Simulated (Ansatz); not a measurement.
# Y (model cell, started as body-centred cubic): from the cell to its phonons, part 2 of 2

Task: relax Y (model cell, started as body-centred cubic), then find its harmonic phonons.

Ansatz 0.2.0; DFT LDA, scalar-relativistic, plane waves, PAW; PAW set soft_1.

So far. Step 3 (Relaxing to small forces for the phonons): The forces vanish by symmetry and the pressure is 0.004 GPa, within the tolerances set. The cell now holds 29.88 Å³/atom. The relaxed cell has a = 3.910 Å (conventional setting).

This is not the structure that Y takes at ambient pressure and room temperature (hexagonal, No. 194); it is a model or a phase of other conditions.

## 4. Phonons on a q mesh

Stability and thermal properties need the whole zone. Linear response on a 4×4×4 q mesh gives force constants as far as a supercell of that size would.

Input file input.yaml:

```yaml
crystal:
  lattice:
    - [-1.9548669328, 1.9548669328, 1.9548669328]
    - [1.9548669328, -1.9548669328, 1.9548669328]
    - [1.9548669328, 1.9548669328, -1.9548669328]
  atoms:
    - { symbol: "Y", position: [0.0, 0.0, 0.0] }
kpoints:
  mp_grid: { grid: [16, 16, 16] }
hamiltonian:
  xc: lda
  pseudopotentials: { kind: paw, azcp: { folder: soft_1 }, xc_functional: pbe }
scf:
  occupations: { method: methfessel_paxton, width: 0.2 }
output:
  eigenvalues: true
phonons:
  method: dfpt
  qmesh: [4, 4, 4]
  temperatures: { t_max: 1000, t_step: 50 }
  qpath:
    path:
      - [[0.0, 0.0, 0.0], [0.5, -0.5, 0.5], [0.0, 0.0, 0.5], [0.0, 0.0, 0.0], [0.25, 0.25, 0.25], [0.5, -0.5, 0.5]]
      - [[0.25, 0.25, 0.25], [0.0, 0.0, 0.5]]
    npoints: 10
```

On the command line:

```sh
> ansatz run input.yaml --threads 8 --pin off --max-ram 16384MiB --backend cpu --events-out ev --progress --plain --runs-dir out
```

Numbers of over 12 decimals in the logs are rounded to 6 here.

What it wrote:

```text
[...]
Crystal: 1 atoms, lattice volume = 29.882 Å³
Basis set: ecut = 420 eV, 603 PW (Γ), exchange–correlation on 48×48×48 points (8 copies of the dense FFT grid, shifted against one another)
Bands: 10, of which v1, the nominal top of the filled ones, is band 6 counted from 1 (5 counted from 0)
Symmetry: 48 space group operations
k-points: 145 of 4096
[...]
SCF iter   1: F=—  HF=-3745.472642 eV  |F-HF|=—  |Δ(HF+E_count)|=         —  Δρ=1.33e-2  dr2=7.89e-2  ethr=3.10e-3  ⟨swp⟩=4.9  Hψ=8152  notcnv=0
[...]
SCF iter   8: F=-3745.444504 eV  HF=-3745.444504 eV  |F-HF|=1.36e-12  |Δ(HF+E_count)|=  1.68e-11  S|Δr|=    0.00e0  Δρ=6.12e-8  dr2=5.43e-13  ethr=1.00e-12  ⟨swp⟩=5.4  Hψ=5095  notcnv=0
[...]
SCF 1 converged in 8 iterations: F = -3745.444504 eV  dr2 = 5.43e-13
[...]
NSCF: frozen V_eff on 145 k-points
[...]
DFPT response loops at q = (0, 0, 0) (fractional): preconditioner auto → Kerker (q_TF=auto, 2.310 Å⁻¹) (partly filled bands, converged f_vac=0.000); β = 1.00, the filter's whole step (`scf.mixing.beta` (0.50) is not read by the response loops under this deck's `scf.mixing.preconditioner`; to damp them name `kerker` or `kerker_dos`, under which they read `scf.mixing.beta`, and type it under 1.00, their step now; both keys bind the ground state too); Broyden in place of MSR1
[...]
SCF converged after 8 iterations
[...]
Free energy (F): -3745.444504 eV
[...]
Internal energy: -3745.441793 eV  (E = F + TS)
E sigma→0 (E₀):  -3745.443826 eV
Entropy (-TS):   -0.002711 eV (-2.711 meV/atom)
Fermi energy:    10.366666 eV
[...]
--- Band table (eV; the first three rows and the last of 145) ---
[...]
--- Phonons (Γ-DFPT): 1 representative perturbation + reference (Σ response iterations 3) ---
  ASR residual: 1.759e-6 → 0.000e0 eV/Å²; symmetrization residual: 6.442e-13 eV/Å²
  ASR residual per site (eV/Å²): 1.76e-6
  Γ frequencies (cm⁻¹): 0.00 0.00 0.00
--- Phonons (arbitrary-q DFPT): 8 irreducible q on the 4×4×4 mesh ---
  q = [0.0000, 0.0000, 0.0000] (star 1, of the zone-centre solve; hermiticity 1.51e-8, symmetrization 3.66e-7): -0.00 -0.00 0.00
  q = [0.0000, 0.0000, 0.2500] (star 12, 2 solved perturbations in 3336 linear systems a pass and spin channel, the states on 2176 of 4096 k-point pairs; hermiticity 7.05e-14, symmetrization 4.46e-13): -61.49 57.50 89.04
[...]
q = [0.2500, 0.2500, 0.2500] (star 2, 1 solved perturbation on 589 of 4096 k-point pairs; hermiticity 1.31e-13, symmetrization 1.60e-13): 92.75 92.75 92.75
[...]
sum rule: each row above includes the acoustic sum rule's correction from the zone centre's row sums; it moved no ω² by more than (0.07 cm⁻¹)²
  mesh force constants: q→R imaginary residual 0.00e0; ASR residual 1.759e-6 → 0.000e0 eV/Å²; symmetrization residual 8.882e-16 eV/Å²
  interpolated dispersion: 62 rows × 3 modes
  density of states and harmonic sums: on the 24×24×24 q-mesh, interpolated from the force constants of a 4×4×4 supercell (no non-analytic term)
  largest difference from the sums on the solved wave vectors: F 1.76e-2 eV, S 2.76e-5 and C_V 9.95e-6 eV/K
  zero-point energy: 0.012865 eV/cell   skipped modes (ω ≤ 0): 322, of them read as no rigid motion or as one in doubt: 319 (8.184e-1 modes/cell left out, lowest -79.51 cm⁻¹)   left out of the sums: 2.73e-1 of the cell's modes: C_V's classical limit lies that fraction below 3 k_B per atom; for a crystal, a wire or a layer, F and S can be off by more, and a phonons.interpolated_qmesh denser along its periods is the remedy for the sampling
```

Wall time 75 s (8 threads of Intel Xeon at 2.70GHz, shared host); peak memory 2.6 GiB; 7.4 min of CPU time.

The column dr2 measures how far the density is from self-consistency, as an energy; F and HF (Harris–Foulkes) agree once it is small.

Numbers from this step:

```
sum-rule residual before enforcement                    : 1.76e-6 eV/Å²
lowest frequency on the path                            : -79.51 cm⁻¹
highest frequency on the path or at a solved wavevector : 140.6 cm⁻¹
lowest mode on the q mesh (acoustic modes at Γ apart)   : -79.51 cm⁻¹
```

Frequencies (cm⁻¹) solved at each irreducible wavevector; negative means imaginary. Frequencies by wavevector, by row:

| q in reciprocal lattice units | star | mode 1 | mode 2 | mode 3 |
| --- | --- | --- | --- | --- |
| 0 0 0 | 1 | 0 | 0 | 0 |
| 0 0 0.25 | 12 | -61.5 | 57.5 | 89 |
| 0 0 -0.5 | 6 | -79.5 | 76.5 | 125.2 |
| 0 0.25 0.25 | 24 | -71.3 | 86.3 | 123.4 |
| 0.25 0.25 0.25 | 2 | 92.8 | 92.8 | 92.8 |
| 0.25 0.25 -0.25 | 6 | 53.1 | 74 | 74 |
| 0.25 -0.5 -0.5 | 12 | 61.7 | 103.4 | 138.4 |
| -0.5 -0.5 -0.5 | 1 | 138 | 138 | 138 |

Interpolated from a 4×4×4 q mesh. Phonon branches along the path, in cm⁻¹:

| point | branch 1 | branch 2 | branch 3 |
| --- | --- | --- | --- |
| Γ | 0 | 0 | 0 |
| halfway | 53 | 74 | 74 |
| H | 138 | 138 | 138 |
| halfway | 62 | 103 | 138 |
| N | -80 | 76 | 125 |
| halfway | -62 | 58 | 89 |
| Γ | 0 | 0 | 0 |
| halfway | -34 | -34 | 115 |
| P | 93 | 93 | 93 |
| halfway | -51 | 125 | 125 |
| H | 138 | 138 | 138 |
| jump to P | 93 | 93 | 93 |
| halfway | -59 | 92 | 122 |
| N | -80 | 76 | 125 |

The phonon branches as a text plot (rows in cm⁻¹):

```
    136 |          ********                            ****
    127 |         *   **   ****             ***      **       ***
    118 |        *      *      *           *       **   *   **
    109 |        *     *        *              *  *
     99 |                *                *      *         *
     90 |       *       * *      *              *      *   ****
     81 |                  ***           *     *           *   **
     72 |     **              *** *
     63 |    *           *         *             *
     53 |     **                 *      *     *
     44 |   *                     * *                 *
     35 |  *                       *         *
     26 |    *                      *  *                    *
     17 | ***                        *
      8 |
     -2 |*                *           *
    -11 |                            * *
    -20 |                               *   *
    -29 |                           *    **       *
    -38 |                          *       *                 *
    -47 |                         *                  *
    -57 |
    -66 |                        *                 **         *
    -75 |                  ******                              **
         Γ           H       N        Γ         P        H|P    N
```

The phonon density of states has structure finer than the step of the table below, so its rows give means over 10 cm⁻¹, whole bins alone (the curve runs from -79 to 141 cm⁻¹). Peaks (cm⁻¹: height): -71.0: 0.0361, 123.0: 0.0721.

Tetrahedra on a 24×24×24 mesh, mean over bins of 2 cm-1. Interpolated from a 4×4×4 q mesh. Phonon density of states against wavenumber; means over each step:

| wavenumber (cm⁻¹) | phonon density of states (1/cm⁻¹/cell) |
| --- | --- |
| -70 | 0.0291 |
| -60 | 0.0180 |
| -50 | 0.0111 |
| -40 | 0.00705 |
| -30 | 0.00451 |
| -20 | 0.00289 |
| -10 | 0.00206 |
| 0 | 0.00181 |
| 10 | 0.00205 |
| 20 | 0.00271 |
| 30 | 0.00418 |
| 40 | 0.00616 |
| 50 | 0.00920 |
| 60 | 0.0123 |
| 70 | 0.0169 |
| 80 | 0.0236 |
| 90 | 0.0229 |
| 100 | 0.0203 |
| 110 | 0.0212 |
| 120 | 0.0436 |
| 130 | 0.0260 |

Second derivatives of the energy by pair, one row for each kind of neighbour of each atom listed. Each entry sums the pair over the periodic images of the supercell that the q mesh stands for, and in a polar crystal it holds the long-range dipole part too. Force constants by pair, by row:

| atom | neighbour | distance (Å) | third of the trace (eV/Å²) | along the pair's line (eV/Å²) |
| --- | --- | --- | --- | --- |
| Y1 | itself | 0 | 2.04 | – |
| Y1 | Y | 3.386 | -0.3651 | -1.444 |
| Y1 | Y | 3.91 | 0.045 | 0.2056 |
| Y1 | Y | 5.529 | 0.0865 | 0.1471 |
| Y1 | Y | 6.484 | -0.0081 | -0.0092 |
| Y1 | Y | 6.772 | 0.0243 | 0.0714 |

Symmetry leaves 8 wavevectors to solve. The lowest mode among them, the acoustic zeros apart, lies at q = (0, 0, -0.5) and is imaginary, 79.5i cm⁻¹, so the energy falls along it.

## 5. Summary of results

| Property | Result |
| --- | --- |
| space group after relaxation (within 0.01 Å) | Im-3m |
| volume per atom | 29.9 Å³ |
| electronic character | no gap on this mesh |
| lowest mode on the q mesh (acoustic modes at Γ apart) | -79.5 cm⁻¹ |
| highest frequency on the path or at a solved wavevector | 141 cm⁻¹ |
| imaginary modes on the 4×4×4 q mesh | yes |

Modes are clearly imaginary (beyond 10i cm⁻¹) at 3 of the 8 irreducible wavevectors, most at q = (0, 0, -0.5) (79.5i cm⁻¹), so this structure is not a minimum of the energy. With no gap, or one that is small against the smearing, the frequencies hang on the k mesh and the smearing, most of all near Kohn anomalies. The PAW files were made for PBE and serve the other functionals too. The starting cell was built on a prototype and not taken from a measurement, so the phase need not exist. These are harmonic frequencies at zero temperature: anharmonic shifts, linewidths and thermal expansion are left out.

[Logs are printed without paths, hosts, clocks, repeated set-up lines and the standing remarks that a program may print on its own settings, such as how far it seeks lower states.]

[Hosts, paths, dates, database ids (printed as entryN), source tags and the programs' standing remarks are cut or masked in the printed files.]
